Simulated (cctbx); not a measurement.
## Lattice, Laue class and space group of a new crystal

Cell: a = 10.1780 Å, b = 11.9890 Å, c = 6.0030 Å, α = 90.00°, β = 90.00°, γ = 90.00°. Expected content of the cell: Os12 Sm8 Ge20.

Simulated single-crystal data (cctbx): Cu Kα, λ = 1.54184 Å, to d = 0.83 Å, 80 % of the full sphere, strongest reflection 40000 counts, noise from counting, a 2 % proportional error and a noise floor of 8 counts (s.d.); no absorption.

A first pass over the reflections prints:

```text
4328 reflections to d = 0.830 A
centring   violations  <I/sigma> of those
    A        882 of  2197      8.6
    B        885 of  2159      8.7
    C        807 of  2172      7.3
    I          0 of  2177      0.0
    R       1189 of  2874      8.9
    F       1287 of  3264      8.2
Laue class    unique    Rint  (classes that these axes allow; Friedel mates merged)
I 1 2/m 1         703   0.020
I 1 1 2/m         736   0.020
I 2/m 1 1         707   0.020
I m m m           411   0.022
space group    extra absences  I>4sigma  <I/sigma>
I 2 2 2                 0          0         -  acentric
I 21 21 21              0          0         -  acentric
I m m 2                 0          0         -  acentric
I 2 m m                 0          0         -  acentric
I m 2 m                 0          0         -  acentric
I b a 2               124          0       0.1  acentric
I m a 2                55          0       0.1  acentric
I b m 2                69          0       0.1  acentric
I 2 c m                55          0       0.1  acentric
I c 2 m                69          0       0.1  acentric
I m m m                 0          0         -  centric
I b a m               124          0       0.1  centric
I b m m                69          0       0.1  centric
I c m m                69          0       0.1  centric
I m c m                55          0       0.1  centric
I m a m                55          0       0.1  centric
Wilson B = 0.82 A^2   <|E^2-1|> = 1.014 (0.968 centric, 0.736 acentric)   E^2>4: 4.9 %
shell (A)         n   <I/sigma>
 7.76 - 1.66     59     37.2
 1.66 - 1.32     53     42.5
 1.32 - 1.15     55     37.8
 1.15 - 1.05     46     45.1
 1.05 - 0.97     52     38.5
 0.97 - 0.91     49     36.7
 0.91 - 0.87     46     32.3
 0.87 - 0.83     51     30.8
```

Q: Read the symmetry from these tables.

The reflections that I centring forbids are absent (⟨I/σ⟩ near 0), so the lattice is I.

Rint stays low (0.020 to 0.022) up to I m m m, the highest class in these axes.

16 settings pass the absence test. The most absences obeyed, 124, belong to I b a 2 and I b a m, which absences can't tell apart.

⟨|E²−1|⟩ = 1.014 leans to a centrosymmetric structure. The Wilson B of 0.82 Å² means U ≈ 0.0104 Å².

The true group is Ibam (no. 72), Laue class mmm, centrosymmetric. The tables only narrow the choice to the tied entries; cell content, site symmetry and trial solutions must settle it.

The model was made for the exercise: a known structure type with other elements put in, its volume estimated, not relaxed; displacement parameters are assumed.

[Logs are printed without paths, hosts, clocks, repeated set-up lines and the standing remarks that a program may print on its own settings, such as how far it seeks lower states.]
